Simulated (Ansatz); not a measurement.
**Screening in WS2 (Tungstenite)**

Wanted: ε∞ of WS2 (Tungstenite) from perturbation theory, a sum over states and the RPA step of G0W0, with cost.

Calculated with Ansatz 0.2.0; linear response on PBE, plane waves, PAW.

This is a report of a sequence of runs, with most program output left out.

### Step 1. The starting structure

Symmetry: P6_3/mmc, No. 194, hexagonal system. Conventional cell: a = 3.153 Å, b = 3.153 Å, c = 12.323 Å, α = 90.00°, β = 90.00°, γ = 120.00°. Nearest to W lie 6 S at 2.40 Å. S has 3 W at 2.40 Å nearest. Farther neighbours and most contacts between anions are not listed.

The cell and positions come from the Crystallography Open Database and are kept as given unless a step says otherwise. Spin-orbit coupling is left out unless a step names it. The default PAW set here is soft_2. Its files were made with PBE.

### Step 2. Response to a homogeneous field

ε∞ sets how strongly the crystal screens. Perturbation theory gives it with local fields and without a sum over empty bands.

This step: dielectric response by perturbation theory, PBE, plane waves, PAW.

The input, input.yaml:

```yaml
crystal:
  lattice:
    - [3.1532, 0.0, 0.0]
    - [-1.5766, 2.7307513032, 0.0]
    - [0.0, 0.0, 12.323]
  atoms:
    - { symbol: W, position: [0.3333333333, 0.6666666667, 0.25] }
    - { symbol: W, position: [0.6666666667, 0.3333333333, 0.75] }
    - { symbol: S, position: [0.3333333333, 0.6666666667, 0.6225] }
    - { symbol: S, position: [0.6666666667, 0.3333333333, 0.1225] }
    - { symbol: S, position: [0.3333333333, 0.6666666667, 0.8775] }
    - { symbol: S, position: [0.6666666667, 0.3333333333, 0.3775] }
kpoints:
  mp_grid: { grid: [9, 9, 2] }
hamiltonian:
  xc: pbe
scf:
  occupations: { method: fixed }
dielectric: {}
```

Launch:

```console
> ansatz run input.yaml --threads 2 --pin off --max-ram 92160MiB --backend cuda --events-out ev --progress --plain --runs-dir out --devices 1 --max-vram 13GiB  # rebuilt from the run's record
```

The job ended after 48 s (1 × NVIDIA H100 80GB HBM3 (shared by 6 runs) with 2 threads of AMD EPYC 7R13 (Zen 3), shared host; peak memory 1.7 GiB).

Numbers from this step:

```
stated error of ε∞ : 0.063
```

One over ε∞ averages 0.10, well under the quarter of exact exchange in PBE0, which by this rule of thumb may open the gap too far.

High-frequency dielectric tensor:

```
13.85  0.00  0.00
 0.00 13.85  0.00
 0.00  0.00  6.15
```

Born effective charge (e), principal values of the symmetric part by kind of site:

```
atom  atoms with these values      low   middle     high     mean
  W1                        2  -0.5624  -0.5624  -0.4626  -0.5291
  S3                        4   0.2313   0.2812   0.2812   0.2646
```

In full for W1:

```
-0.5624  0.0000  0.0000
 0.0000 -0.5624  0.0000
 0.0000  0.0000 -0.4626
```

### Step 3. Independent-particle spectrum

The independent-particle spectrum shows where the oscillator strength lies, before excitons and local fields.

This step: independent-particle optics on PBE, plane waves, PAW.

input.yaml: that of step 2 with these lines changed.

```diff
@@ -13,3 +13,3 @@
 kpoints:
-  mp_grid: { grid: [9, 9, 2] }
+  mp_grid: { grid: [12, 12, 2] }
 hamiltonian:
@@ -18,2 +18,4 @@
   occupations: { method: fixed }
-dielectric: {}
+  n_extra_bands: 72
+output:
+  optics: { e_range: [0, 25], de: 0.1, sigma: 0.2 }
```

Elapsed: 33 s, on 1 × NVIDIA H100 80GB HBM3 (shared by 6 runs) with 2 threads; peak memory 1.9 GiB.

This step gave:

```
ε∞ without local fields (xx, yy, zz)                                   : 14.54, 14.54, 9.331
electrons in the f-sum (xx, yy, zz)                                    : 45.34, 45.34, 45.51
bands in the explicit sum (the static value is completed to all bands) : 98
```

The sum gives ε∞ = 14.54 and 9.33 without local fields.

The ε₂ has structure finer than the step of the table below, so its rows give means over 1 eV, whole bins alone (the curve runs from 0 to 25 eV). Peaks (eV: height): xx=yy 2.8: 22.5, 4.6: 16.9; zz 6.1: 20.6, 8.8: 12.8.

Independent particles, no local fields, Gaussian width 0.2 eV. The ε₂ by photon energy; means over each step:

```
photon energy (eV)    xx=yy     zz
                 1  0.00107      0
                 2     5.10  0.115
                 3     19.5   4.15
                 4     14.2   4.85
                 5     13.9   10.5
                 6     10.5   17.0
                 7     7.51   7.90
                 8     4.93   7.78
                 9     4.36   11.3
                10     4.46   7.44
                11     4.68   4.50
                12     3.50   3.08
                13     2.76   1.89
                14     2.24   1.89
                15     1.56   1.76
                16     1.27   1.04
                17    0.855  0.577
                18    0.612  0.432
                19    0.413  0.346
                20    0.284  0.293
                21    0.217  0.193
                22    0.181  0.176
                23    0.165  0.155
                24    0.185  0.128
```

The loss function has structure finer than the step of the table below, so its rows give means over 1 eV, whole bins alone (the curve runs from 0 to 25 eV). Peaks (eV: height): xx=yy 22.5: 6.64; zz 23.0: 6.52.

Independent particles, no local fields, Gaussian width 0.2 eV. Table of loss function by photon energy; means over each step:

```
photon energy (eV)    xx=yy      zz
                 1        0       0
                 2  0.00738  6.5e-4
                 3   0.0365  0.0254
                 4   0.0601  0.0270
                 5   0.0728  0.0382
                 6   0.0945  0.0490
                 7    0.119   0.127
                 8    0.184   0.114
                 9    0.222  0.0838
                10    0.218   0.102
                11    0.209   0.132
                12    0.210   0.145
                13    0.256   0.207
                14    0.287   0.324
                15    0.302   0.246
                16    0.376   0.248
                17    0.409   0.318
                18    0.514   0.445
                19    0.677   0.749
                20     1.08    1.09
                21     2.43    2.06
                22     4.86    4.91
                23     4.66    5.79
                24     3.04    2.91
```

### Step 4. RPA screening from the G0W0 run

Now the one-shot GW correction: screening in the RPA, then the self-energy of the levels asked for.

This step: G0W0 on PBE, plane waves, PAW.

input.yaml, the sections that differ from step 3:

```yaml
kpoints:
  mp_grid: { grid: [6, 6, 2] }
scf:
  occupations: { method: fixed }
gw:
  n_empty_bands: 681
  ecut_chi: 200.0
  qp_bands: [v2, c2]
  qp_kpoints: band_edges
  screening: { model: contour_deformation }
# crystal, hamiltonian: as in step 3
# output: removed
```

The job ended after 30 s (1 × NVIDIA H100 80GB HBM3 (shared by 6 runs) with 2 threads; peak memory 2.6 GiB).

This step gave:

| Property | Result |
| --- | --- |
| bands summed | 707 |
| RPA ε∞ on this mesh (eigenvalues) | 5.917, 13.89, 13.89 |
| plane waves in the screening matrix | 689 |
| G0W0 gap on the mesh | 1.387 eV |
| k of the valence top | 0, 0, 0 |
| k of the conduction bottom | 0.1667, 0.1667, 0 |
| starting gap on the mesh | 0.9775 eV |
| least direct G0W0 gap on the computed points | 2.311 eV |

The gap on the mesh goes from 0.98 eV to 1.39 eV, a correction of +0.41 eV. Between the two edge states, bare exchange in place of the xc potential would open the gap by 4.62 eV, and correlation takes back 4.21 eV.

Mean over the mesh in bins of 0.25 1/Å. Static inverse dielectric function, diagonal against length of q+G:

```
length of q+G (Å⁻¹)  static inverse dielectric function, diagonal
               0.25                                         0.182
               0.44                                         0.130
               1.03                                         0.267
               1.24                                         0.332
               1.49                                         0.403
               2.01                                         0.543
               2.26                                         0.602
               2.49                                         0.651
               3.01                                         0.742
               3.25                                         0.775
               3.50                                         0.804
               4.01                                         0.856
               4.25                                         0.877
               4.50                                         0.896
               5.00                                         0.926
               5.25                                         0.938
               5.50                                         0.948
               6.00                                         0.964
               6.25                                         0.971
               6.50                                         0.976
               7.00                                         0.984
               7.18                                         0.986
```

### Step 5. The values together

Times are wall times on 1 × NVIDIA H100 80GB HBM3 (shared by 6 runs) with 2 threads of AMD EPYC 7R13 (Zen 3), shared host, good to a factor of about two.

```
                                          method                            mesh  ε∞, low  middle   high   mean  time
perturbation theory (local fields and xc kernel)  9×9×2 (response on 200 points)     6.15   13.85  13.85  11.29  48 s
               sum over states (no local fields)                         12×12×2     9.33   14.54  14.54  12.80  33 s
           RPA with local fields, on the GW mesh                           6×6×2     5.92   13.89  13.89  11.24  30 s
```

### Step 6. Summary of results

- perturbation theory (local fields and xc kernel): 6.15, 13.85, 13.85
- sum over states (no local fields): 9.33, 14.54, 14.54
- RPA with local fields, on the GW mesh: 5.92, 13.89, 13.89

Mean Born effective charge: W1 -0.5291, S3 0.2646 e. Distinct peaks of the ε₂ (xx=yy) stand at 2.8 and 4.6 eV; the one at 2.8 eV is strongest. The loss function (xx=yy) has its highest peak at 22.5 eV. The sum without local fields gives 12.80 in the mean against 11.29 by perturbation theory; local fields lower ε∞ and the xc kernel gives part of it back, though the sum also carries the error of its own mesh. The RPA values on the 6×6×2 mesh average 1.00 times those of perturbation theory (means 11.24 and 11.29, which can hide unlike anisotropies). Without the xc kernel RPA should lie a little lower; here the means agree. PBE usually puts the gap too low, which tends to raise ε∞. Ions are clamped, so the lattice part of the static constant is not in these numbers.

[Paths, hosts, dates, memory and timing lines, banners, echoed tables and standing remarks are left out of the program output.]

[Logs are printed without paths, hosts, clocks, repeated set-up lines and the standing remarks that a program may print on its own settings, such as how far it seeks lower states.]

[Runs of the session that timed out or met a known fault of the program may be left out.]

[Cells called generated may have been cut or substituted from an entry of the Crystallography Open Database or the Materials Project.]

[Hosts, paths, dates, database ids (printed as entryN), source tags and the programs' standing remarks are cut or masked in the printed files.]
